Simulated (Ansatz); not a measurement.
## (BP)2(AlN)2 [001] superlattice, started as zinc blende: phonons and vibrational spectra

Aim: the vibrations of (BP)2(AlN)2 [001] superlattice, started as zinc blende, their spectra, and whether the structure is stable.

Program: Ansatz 0.2.0. Level of theory: DFT LDA, scalar-relativistic, plane waves, PAW. Results are calculated unless marked as measured.

This is a report of a sequence of runs, with most program output left out.

The structure was built from a prototype and need not be the compound's stable phase.

**1. Set-up**

It takes space group Pmm2 (No. 25, orthorhombic). Conventional cell: a = 3.154 Å, b = 3.154 Å, c = 8.920 Å, α = 90.00°, β = 90.00°, γ = 90.00°. Al has 2 P at 1.93 Å and 2 N at 1.93 Å nearest. Nearest to Al lie 4 N at 1.93 Å. Nearest to B lie 2 N at 1.93 Å and 2 P at 1.93 Å. Nearest to B lie 4 P at 1.93 Å. Nearest to N lie 4 Al at 1.93 Å. Nearest to N lie 2 Al at 1.93 Å and 2 B at 1.93 Å. Farther neighbours and most contacts between anions are not listed.

**2. Coarse relaxation**

A rough relaxation comes first, because large forces or stress need no tight tolerances yet.

input.yaml reads:

```yaml
crystal:
  lattice:
    - [2.23, 2.23, 0.0]
    - [-2.23, 2.23, 0.0]
    - [0.0, 0.0, 8.92]
  atoms:
    - { symbol: Al, position: [0.0, 0.0, 0.5] }
    - { symbol: Al, position: [0.5, 0.5, 0.75] }
    - { symbol: B, position: [0.0, 0.0, 0.0] }
    - { symbol: B, position: [0.5, 0.5, 0.25] }
    - { symbol: "N", position: [0.5, 0.0, 0.625] }
    - { symbol: "N", position: [0.0, 0.5, 0.875] }
    - { symbol: P, position: [0.5, 0.0, 0.125] }
    - { symbol: P, position: [0.0, 0.5, 0.375] }
kpoints:
  mp_grid: { grid: [6, 6, 2] }
hamiltonian:
  xc: lda
scf:
  occupations: { method: gaussian, width: 0.1 }
output:
  forces: true
  stress: true
  eigenvalues: true
relax:
  adjacent_minimum: "off"
  f_tol: 0.05
  max_steps: 80
  cell: { stress_tol: 0.5 }
```

On the command line:

```bash
> ansatz run input.yaml --threads 8 --pin off --max-ram 14336MiB --backend cpu --events-out ev --progress --plain --runs-dir out
```

The job ended after 9.7 s (8 threads of Arm Neoverse V2, shared host; peak memory 0.45 GiB; 67 s of CPU time).

Relaxation path:

| step | energy less that of the first step (eV) | largest force component (eV/Å) | pressure (GPa) | volume (Å³) |
| --- | --- | --- | --- | --- |
| 1 | 0.0000 | 10.2262 | 10.30 | 88.72 |
| 2 | -2.5301 | 2.4440 | -1.36 | 90.05 |
| 3 | -2.8791 | 0.6368 | -2.02 | 89.15 |
| 4 | -2.9157 | 0.3348 | -0.61 | 88.18 |
| 5 | -2.9382 | 0.2272 | 0.11 | 87.47 |
| 6 | -2.6604 | 1.7503 | 5.02 | 85.01 |
| 7 | -2.9487 | 0.1183 | 0.00 | 87.37 |
| 8 | -2.9453 | 0.2100 | 0.28 | 87.07 |
| 9 | -2.9527 | 0.0209 | 0.07 | 87.27 |
| 10* | -2.9520 | 0.0212 | 0.06 | 87.27 |

Relaxation steps marked * repeat the geometry before them on a plane-wave basis chosen anew for their cell, so energy and pressure can jump there. Relaxation steps 6, 8 were tried and not accepted.

Forces are held to the 4 operations that the run works with; a distortion that breaks them can't arise in this run.

| conventional cell, symmetrised | before | after | change |
| --- | --- | --- | --- |
| a (Å) | 3.154 | 3.020 | -4.2 % |
| b (Å) | 3.154 | 3.190 | +1.1 % |
| c (Å) | 8.920 | 9.060 | +1.6 % |
| volume (Å³/atom) | 11.09 | 10.91 | -1.6 % |

The atoms that moved most (Å, as changes of fractional coordinates times the final cell):

| atom | dx | dy | dz | length |
| --- | --- | --- | --- | --- |
| Al1 | 0.000 | 0.000 | 0.379 | 0.379 |
| P8 | 0.000 | 0.000 | -0.264 | 0.264 |
| P7 | 0.000 | 0.000 | -0.227 | 0.227 |
| N5 | 0.000 | 0.000 | 0.222 | 0.222 |
| B3 | 0.000 | 0.000 | -0.213 | 0.213 |
| Al2 | 0.000 | 0.000 | 0.210 | 0.210 |
| B4 | 0.000 | 0.000 | -0.200 | 0.200 |
| N6 | 0.000 | 0.000 | 0.093 | 0.093 |

Final coordinates:

```cif
data_structure
_symmetry_space_group_name_H-M 'P 1'
_symmetry_Int_Tables_number 1
_cell_length_a 3.1897
_cell_length_b 3.0197
_cell_length_c 9.0603
_cell_angle_alpha 90.000
_cell_angle_beta 90.000
_cell_angle_gamma 90.000
_cell_volume 87.27
loop_
_atom_site_label
_atom_site_type_symbol
_atom_site_fract_x
_atom_site_fract_y
_atom_site_fract_z
_atom_site_occupancy
Al1 Al 0.00000 0.00000 0.54179 1
Al2 Al 0.50000 0.50000 0.77314 1
B3 B 0.00000 0.00000 0.97653 1
B4 B 0.50000 0.50000 0.22789 1
N5 N 0.50000 0.00000 0.64951 1
N6 N 0.00000 0.50000 0.88530 1
P7 P 0.50000 0.00000 0.09995 1
P8 P 0.00000 0.50000 0.34589 1
```

Numbers from this step:

```
pressure          : 0.06018 GPa
volume per atom   : 10.91 Å³
gap on the k-mesh : 0 eV
```

In this step the volume went from 11.09 to 10.91 Å³/atom.

**3. Bringing the structure to rest**

The cell and atoms are relaxed, since residual forces and stress would shift the frequencies.

input.yaml reads:

```yaml
crystal:
  lattice:
    - [2.255437096, 2.255437096, 0.0]
    - [-2.1352639085, 2.1352639085, 0.0]
    - [0.0, 0.0, 9.0602955279]
  atoms:
    - { symbol: Al, position: [0.0, 0.0, 0.5417919196] }
    - { symbol: Al, position: [0.5, 0.5, 0.7731383456] }
    - { symbol: B, position: [0.0, 0.0, -0.0234677347] }
    - { symbol: B, position: [0.5, 0.5, 0.2278891406] }
    - { symbol: "N", position: [0.5, 0.0, 0.6495142048] }
    - { symbol: "N", position: [0.0, 0.5, 0.8852964979] }
    - { symbol: P, position: [0.5, 0.0, 0.0999518923] }
    - { symbol: P, position: [0.0, 0.5, 0.3458857339] }
kpoints:
  mp_grid: { grid: [10, 10, 4] }
hamiltonian:
  xc: lda
scf:
  occupations: { method: gaussian, width: 0.1 }
output:
  forces: true
  stress: true
  eigenvalues: true
  write_density: true
  write_potential: true
  elf: true
  volumetric_format: npy
relax:
  adjacent_minimum: "off"
  f_tol: 0.005
  max_steps: 80
  cell: { stress_tol: 0.05 }
```

Wall time 25 s (8 threads); peak memory 0.57 GiB; 3.1 min of CPU time.

The steps of the relaxation:

| step | energy less that of the first step (eV) | largest force component (eV/Å) | pressure (GPa) | volume (Å³) |
| --- | --- | --- | --- | --- |
| 1 | 0.0000 | 0.4814 | 0.52 | 87.27 |
| 2 | -0.0243 | 0.2310 | 0.18 | 87.54 |
| 3 | -0.0264 | 0.1003 | 0.14 | 87.58 |
| 4 | -0.0267 | 0.0204 | 0.05 | 87.63 |
| 5 | -0.0266 | 0.0151 | -0.01 | 87.66 |
| 6 | -0.0266 | 0.0009 | 0.00 | 87.66 |
| 7* | -0.0277 | 0.0010 | 0.02 | 87.66 |
| 8 | -0.0277 | 0.0002 | 0.00 | 87.67 |
| 9* | -0.0277 | 0.0002 | 0.00 | 87.67 |

Relaxation steps marked * repeat the geometry before them on a plane-wave basis chosen anew for their cell, so energy and pressure can jump there.

Forces are held to the 4 operations that the run works with; a distortion that breaks them can't arise in this run.

| cell as run | before | after | change |
| --- | --- | --- | --- |
| a (Å) | 3.190 | 3.167 | -0.7 % |
| b (Å) | 3.020 | 3.059 | +1.3 % |
| c (Å) | 9.060 | 9.050 | -0.1 % |
| volume (Å³/atom) | 10.91 | 10.96 | +0.5 % |

The atoms that moved most (Å, as changes of fractional coordinates times the final cell):

| atom | dx | dy | dz | length |
| --- | --- | --- | --- | --- |
| Al1 | 0.000 | 0.000 | -0.024 | 0.024 |
| P8 | 0.000 | 0.000 | 0.023 | 0.023 |
| Al2 | 0.000 | 0.000 | -0.018 | 0.018 |
| P7 | 0.000 | 0.000 | 0.015 | 0.015 |

Numbers from this step:

```yaml
pressure: 3.00e-4 GPa
volume_per_atom: 10.96 Å³
```

Electrostatic potential energy in the ac plane at fractional y = 0.000, with atoms of Al and B and N and P within 0.2 Å of it. With pseudopotentials it is smooth inside the atoms' cores, unlike the true potential.

Values in eV, 24 rows by 16 columns, each cell a mean:
```
-57 -55 -39 -14   2   7   8   8   8   8   8   7   2 -14 -39 -55
-34 -29 -16  -2   6   9  10  11  11  11  10   9   6  -2 -16 -29
  1   2   5   7   9  10  10  10  10  10  10  10   9   7   5   2
 10  10  10  10  10  10  10  10  10  10  10  10  10  10  10  10
 12  12  11  11  11  10  10   9   9   9  10  10  11  11  11  12
 12  12  12  11  11  10   9   8   8   8   9  10  11  11  12  12
 11  11  11  11  10   7  -1 -10 -14 -10  -1   7  10  11  11  11
  7   7   8   9   6  -8 -31 -48 -51 -48 -31  -8   6   9   8   7
 -4  -3   0   3   3 -13 -37 -54 -55 -54 -37 -13   3   3   0  -3
 -5  -7  -8  -7  -2  -1 -11 -22 -27 -22 -11  -1  -2  -7  -8  -7
  6   4  -3  -9  -7   2   6   7   7   7   6   2  -7  -9  -3   4
  3   1  -6 -10  -6   3   7  10  10  10   7   3  -6 -10  -6   1
 -8  -8  -8  -4   2   7   9  10  11  10   9   7   2  -4  -8  -8
  3   3   5   7   9  10  11  11  12  11  11  10   9   7   5   3
 10  10  10  11  11  12  12  12  12  12  12  12  11  11  10  10
 11  11  11  12  12  12  12  12  12  12  12  12  12  12  11  11
 12  12  12  12  12  12  12  12  12  12  12  12  12  12  12  12
 12  12  12  12  12  11  11  11  11  11  11  11  12  12  12  12
 12  12  11  11  10   8   6   5   4   5   6   8  10  11  11  12
 12  11  10   8   4  -3 -14 -22 -26 -22 -14  -3   4   8  10  11
 11  11   9   4  -6 -26 -46 -54 -55 -54 -46 -26  -6   4   9  11
  8   8   7   3 -10 -34 -55 -57 -57 -57 -55 -34 -10   3   7   8
 -7  -5   0   2  -2 -16 -35 -46 -49 -46 -35 -16  -2   2   0  -5
-48 -43 -27  -7   2   2  -2  -7  -9  -7  -2   2   2  -7 -27 -43
```
Columns run along a (3.2 Å; values clipped at the 3rd and 97th percentile), rows up along c (9.1 Å). Atoms in or near the plane, at fractional coordinates: Al at (0.00, 0.54), B at (0.00, 0.98), N at (0.50, 0.65), P at (0.50, 0.10).

Valence density in the ac plane at fractional y = 0.000, with atoms of Al and B and N and P within 0.2 Å of it. It is the smooth field of the valence electrons, not physical close to the nuclei.

Ten steps, logarithmic in the rise over the least value, from '_' (0.0 e/Å³) to '@' (3.5 e/Å³), each cell a mean:
```
==++****++++==========++++****++
++++++++==----::::::----==++++++
======--::::..........::::--====
::::::::..................::::::
..........::::------::::........
____..::--====++++++====--::..__
....::--==**##%%%%%%##**==--::..
::::--++**##@@@@@@@@@@##**++--::
----==++**%%@@@@@@@@@@%%**++==--
..::--++**##%%%%@@%%%%##**++--::
__..::--==++++******++++==--::..
......::------------------::....
--------::::..........::::------
======--::::..______..::::--====
====----::..__________..::----==
------::::..__________..::::----
::::::::..................::::::
........::::::------::::::......
......::--====++++++====--::....
....::--==++++******++++==--::..
----====++**++======++**++====--
====++******++--..--++******++==
********####****++****####******
********************************
```
Columns run along a (3.2 Å), rows up along c (9.1 Å). Atoms in or near the plane, at fractional coordinates: Al at (0.00, 0.54), B at (0.00, 0.98), N at (0.50, 0.65), P at (0.50, 0.10).

ELF in the ac plane at fractional y = 0.000, with atoms of Al and B and N and P within 0.2 Å of it. It is the smooth field of the valence electrons, not physical close to the nuclei.

Ten even steps from '0' (0.01) to '9' (0.95), each cell a mean:
```
0026776656677620
1134432222234431
3322110000011223
1110000000000011
0000012333210000
0001246777642100
0013678888876310
1146787434787641
1258887313788852
0037898777898730
0002678878876200
0000134444431000
1121111111111121
5543210000012345
4443210000012344
3321100000001123
1110000000000011
0000011222110000
0001234555432100
0013455555554310
2245641000146542
5678872000278876
5799998424899997
1279999878999972
```
Columns run along a (3.2 Å), rows up along c (9.1 Å). Atoms in or near the plane, at fractional coordinates: Al at (0.00, 0.54), B at (0.00, 0.98), N at (0.50, 0.65), P at (0.50, 0.10).

In this step the volume went from 10.91 to 10.96 Å³/atom.

**4. Tight relaxation**

Phonons need a cell at rest on their own settings, so the relaxation is repeated with tight tolerances on forces and stress on the k mesh and occupations of the first response run.

input.yaml reads:

```yaml
crystal:
  lattice:
    - [2.2394777999, 2.2394777999, 0.0]
    - [-2.1627692595, 2.1627692595, 0.0]
    - [0.0, 0.0, 9.0502371088]
  atoms:
    - { symbol: Al, position: [0.0, 0.0, 0.5391923704] }
    - { symbol: Al, position: [0.5, 0.5, 0.7711249065] }
    - { symbol: B, position: [0.0, 0.0, -0.0233895381] }
    - { symbol: B, position: [0.5, 0.5, 0.228307638] }
    - { symbol: "N", position: [0.5, 0.0, 0.6497964446] }
    - { symbol: "N", position: [0.0, 0.5, 0.8849733852] }
    - { symbol: P, position: [0.5, 0.0, 0.1016010873] }
    - { symbol: P, position: [0.0, 0.5, 0.348393706] }
kpoints:
  mp_grid: { grid: [12, 12, 4] }
hamiltonian:
  xc: lda
scf:
  occupations: { method: methfessel_paxton, width: 0.15 }
output:
  forces: true
  stress: true
  eigenvalues: true
relax:
  adjacent_minimum: "off"
  f_tol: 0.001
  max_steps: 60
  cell: { stress_tol: 0.01 }
```

Run time: 26 s. Hardware: 8 threads; peak memory 0.63 GiB.

Relaxation path:

| step | energy less that of the first step (eV) | largest force component (eV/Å) | pressure (GPa) | volume (Å³) |
| --- | --- | --- | --- | --- |
| 1 | 0.0000 | 0.1837 | 0.14 | 87.67 |
| 2 | -0.0015 | 0.0655 | 0.08 | 87.73 |
| 3 | -0.0017 | 0.0295 | 0.05 | 87.74 |
| 4 | -0.0017 | 0.0165 | 0.04 | 87.75 |
| 5 | -0.0016 | 0.0061 | -0.01 | 87.77 |
| 6 | -0.0016 | 0.0005 | 0.00 | 87.77 |
| 7* | -0.0019 | 0.0005 | 0.00 | 87.77 |

Relaxation steps marked * repeat the geometry before them on a plane-wave basis chosen anew for their cell, so energy and pressure can jump there.

The run keeps the 4 symmetry operations that it works with, so distortions that break them were not tested.

| cell as run | before | after | change |
| --- | --- | --- | --- |
| a (Å) | 3.167 | 3.165 | -0.1 % |
| b (Å) | 3.059 | 3.069 | +0.3 % |
| c (Å) | 9.050 | 9.035 | -0.2 % |
| volume (Å³/atom) | 10.96 | 10.97 | +0.1 % |

Numbers from this step:

| Quantity | Value |
| --- | --- |
| pressure | 0.003488 GPa |
| volume per atom | 10.97 Å³ |

The largest force component left is 0.48 meV/Å and the pressure is 0.003 GPa, within the tolerances set. The cell now holds 10.97 Å³/atom.

**5. Linear response at the zone centre**

The zone centre is the only wavevector solved here; it holds the modes that light can see, as far as symmetry allows. No field response is asked, since the mesh shows no gap.

input.yaml reads:

```yaml
crystal:
  lattice:
    - [2.2381147998, 2.2381147998, 0.0]
    - [-2.1700482452, 2.1700482452, 0.0]
    - [0.0, 0.0, 9.0354674816]
  atoms:
    - { symbol: Al, position: [0.0, 0.0, 0.5384568651] }
    - { symbol: Al, position: [0.5, 0.5, 0.771045558] }
    - { symbol: B, position: [0.0, 0.0, -0.0233913262] }
    - { symbol: B, position: [0.5, 0.5, 0.2284562538] }
    - { symbol: "N", position: [0.5, 0.0, 0.6498554086] }
    - { symbol: "N", position: [0.0, 0.5, 0.8848558858] }
    - { symbol: P, position: [0.5, 0.0, 0.1018511609] }
    - { symbol: P, position: [0.0, 0.5, 0.3488701939] }
kpoints:
  mp_grid: { grid: [12, 12, 4] }
hamiltonian:
  xc: lda
scf:
  occupations: { method: methfessel_paxton, width: 0.15 }
output:
  eigenvalues: true
phonons:
  method: dfpt
```

The job ended after 77 s (8 threads; peak memory 1.9 GiB; 9.1 min of CPU time).

Numbers from this step:

```
sum-rule residual before enforcement                    : 3.06e-5 eV/Å²
point group                                             : mm2
highest optical mode at the zone centre (no LO-TO term) : 834.8 cm⁻¹
lowest optical zone-centre mode                         : -79.44 cm⁻¹
```

Patterns of degenerate modes are one choice out of their space. The modes at Γ (shares of kinetic energy by element, %) (negative means imaginary):

| mode | frequency (cm⁻¹) | symmetry | Al % | B % | N % | P % |
| --- | --- | --- | --- | --- | --- | --- |
| 1 | -79.4 | B1 | 5 | 63 | 30 | 2 |
| 2 | 0.0 | acoustic | 33 | 13 | 17 | 37 |
| 3 | 0.0 | acoustic | 33 | 13 | 17 | 37 |
| 4 | 0.0 | acoustic | 33 | 13 | 17 | 37 |
| 5 | 186.6 | B2 | 36 | 12 | 13 | 39 |
| 6 | 191.8 | B1 | 33 | 7 | 9 | 50 |
| 7 | 239.8 | B2 | 24 | 16 | 10 | 50 |
| 8 | 245.0 | B1 | 33 | 17 | 17 | 32 |
| 9 | 296.7 | B2 | 51 | 5 | 15 | 29 |
| 10 | 337.9 | A1 | 43 | 8 | 14 | 36 |
| 11 | 354.4 | A1 | 36 | 12 | 16 | 37 |
| 12 | 382.1 | B1 | 7 | 25 | 52 | 16 |
| 13 | 394.5 | B1 | 59 | 2 | 4 | 35 |
| 14 | 539.0 | A1 | 42 | 1 | 4 | 53 |
| 15 | 626.6 | A1 | 22 | 16 | 48 | 14 |
| 16 | 643.7 | B1 | 30 | 0 | 70 | 0 |
| 17 | 681.9 | B2 | 26 | 13 | 54 | 7 |
| 18 | 696.4 | B2 | 28 | 1 | 71 | 0 |
| 19 | 703.6 | A1 | 24 | 3 | 72 | 1 |
| 20 | 773.9 | B2 | 1 | 73 | 6 | 20 |
| 21 | 779.8 | B1 | 0 | 73 | 1 | 27 |
| 22 | 807.8 | A1 | 0 | 82 | 0 | 18 |
| 23 | 826.7 | B2 | 2 | 69 | 12 | 17 |
| 24 | 834.8 | A1 | 1 | 66 | 30 | 4 |

Displacements in mode 1 (-79.4 cm⁻¹), the largest set to 1:
```
Al1  0.04 -0.04  0.00
Al2  0.18 -0.18  0.00
B3  -1.00  1.00  0.00
B4  -0.12  0.12  0.00
N5   0.20 -0.20  0.00
N6   0.57 -0.57  0.00
P7  -0.10  0.10  0.00
P8  -0.05  0.05  0.00
```

Displacements in mode 24 (834.8 cm⁻¹), the largest set to 1:
```
Al1  0.00  0.00 -0.07
Al2  0.00  0.00  0.00
B3   0.00  0.00  1.00
B4   0.00  0.00 -0.06
N5   0.00  0.00  0.20
N6   0.00  0.00 -0.56
P7   0.00  0.00 -0.14
P8   0.00  0.00  0.03
```

Before it was imposed, the acoustic sum rule was missed by 3.1e-5 eV/Å². Small misses are needed for a sound result but don't prove that mesh and cutoff are converged. The lowest optical mode is imaginary, 79.4i cm⁻¹, so the energy falls along it.

**6. Isotope substitution, element B, natural mass 10.81 amu**

An isotope changes the mass and not the force constants, so no new electronic calculation is needed; the shifts show which modes move this element.

The same force constants with the mass of B changed from 10.810 to 10.013 u (phonopy, no LO-TO term). Both lists are sorted by frequency; levels can cross, so a row need not hold one and the same mode. Modes under 3 cm⁻¹ are left out. Isotope shifts, by row:

| q | rank | natural mass (cm⁻¹) | changed mass (cm⁻¹) |
| --- | --- | --- | --- |
| 0 0 0 | 1 | -79.44 | -81.36 |
| 0 0 0 | 5 | 186.6 | 187.4 |
| 0 0 0 | 6 | 191.8 | 192.4 |
| 0 0 0 | 7 | 239.8 | 241.2 |
| 0 0 0 | 8 | 245 | 246.6 |
| 0 0 0 | 9 | 296.7 | 297.2 |
| 0 0 0 | 10 | 337.9 | 338.9 |
| 0 0 0 | 11 | 354.4 | 355.9 |
| 0 0 0 | 12 | 382.1 | 385.7 |
| 0 0 0 | 13 | 394.5 | 394.9 |
| 0 0 0 | 14 | 539 | 539.1 |
| 0 0 0 | 15 | 626.6 | 630 |
| 0 0 0 | 16 | 643.7 | 643.8 |
| 0 0 0 | 17 | 681.9 | 684.8 |
| 0 0 0 | 18 | 696.4 | 696.6 |
| 0 0 0 | 19 | 703.6 | 704.4 |
| 0 0 0 | 20 | 773.9 | 796.1 |
| 0 0 0 | 21 | 779.8 | 802.2 |
| 0 0 0 | 22 | 807.8 | 833.8 |
| 0 0 0 | 23 | 826.7 | 849.3 |
| 0 0 0 | 24 | 834.8 | 856.7 |

A mode of this element alone would shift by +3.90 %. The highest zone-centre frequency without the field goes from 834.8 to 856.7 cm⁻¹ (+2.6 %).

**7. Isotope substitution, element N, natural mass 14.007 amu**

The same for N, from 14.01 to 15.00 u.

The same force constants with the mass of N changed from 14.007 to 15.000 u (phonopy, no LO-TO term). Both lists are sorted by frequency; levels can cross, so a row need not hold one and the same mode. Modes under 3 cm⁻¹ are left out. Isotope shifts, by row:

| q | rank | natural mass (cm⁻¹) | changed mass (cm⁻¹) |
| --- | --- | --- | --- |
| 0 0 0 | 1 | -79.44 | -78.62 |
| 0 0 0 | 5 | 186.6 | 185.8 |
| 0 0 0 | 6 | 191.8 | 191.2 |
| 0 0 0 | 7 | 239.8 | 238.9 |
| 0 0 0 | 8 | 245 | 243.5 |
| 0 0 0 | 9 | 296.7 | 295.1 |
| 0 0 0 | 10 | 337.9 | 336.3 |
| 0 0 0 | 11 | 354.4 | 352.4 |
| 0 0 0 | 12 | 382.1 | 375.2 |
| 0 0 0 | 13 | 394.5 | 394.1 |
| 0 0 0 | 14 | 539 | 538.1 |
| 0 0 0 | 15 | 626.6 | 616.3 |
| 0 0 0 | 16 | 643.7 | 628.7 |
| 0 0 0 | 17 | 681.9 | 668.9 |
| 0 0 0 | 18 | 696.4 | 679.9 |
| 0 0 0 | 19 | 703.6 | 686.6 |
| 0 0 0 | 20 | 773.9 | 772.4 |
| 0 0 0 | 21 | 779.8 | 779.7 |
| 0 0 0 | 22 | 807.8 | 807.7 |
| 0 0 0 | 23 | 826.7 | 823.6 |
| 0 0 0 | 24 | 834.8 | 826.9 |

A mode of this element alone would shift by -3.37 %. The highest zone-centre frequency without the field goes from 834.8 to 826.9 cm⁻¹ (-0.9 %).

**8. Summary of results**

| Property | Result |
| --- | --- |
| space group after relaxation (within 0.01 Å) | Pmm2 |
| volume per atom | 11.0 Å³ |
| electronic character | no gap on this mesh |
| highest optical mode at the zone centre (no LO-TO term) | 835 cm⁻¹ |
| lowest optical zone-centre mode | -79.4 cm⁻¹ |
| imaginary modes at Γ (the only wavevector solved) | yes |

What this shows: A zone-centre mode is imaginary (79.4i cm⁻¹), so this structure is not a minimum of the energy. The optical modes at Γ span -79 to 835 cm⁻¹ (negative means imaginary). No dispersion was computed. The highest mode in this list at Γ, 834.8 cm⁻¹, has its largest share on B (66 % of the kinetic energy). With no gap, or one that is small against the smearing, the frequencies hang on the k mesh and the smearing, most of all near Kohn anomalies. The starting cell was built on a prototype and not taken from a measurement, so the phase need not exist. These are harmonic frequencies at zero temperature: anharmonic shifts, linewidths and thermal expansion are left out.

[Logs are printed without paths, hosts, clocks, repeated set-up lines and the standing remarks that a program may print on its own settings, such as how far it seeks lower states.]

[Hosts, paths, dates, database ids (printed as entryN), source tags and the programs' standing remarks are cut or masked in the printed files.]
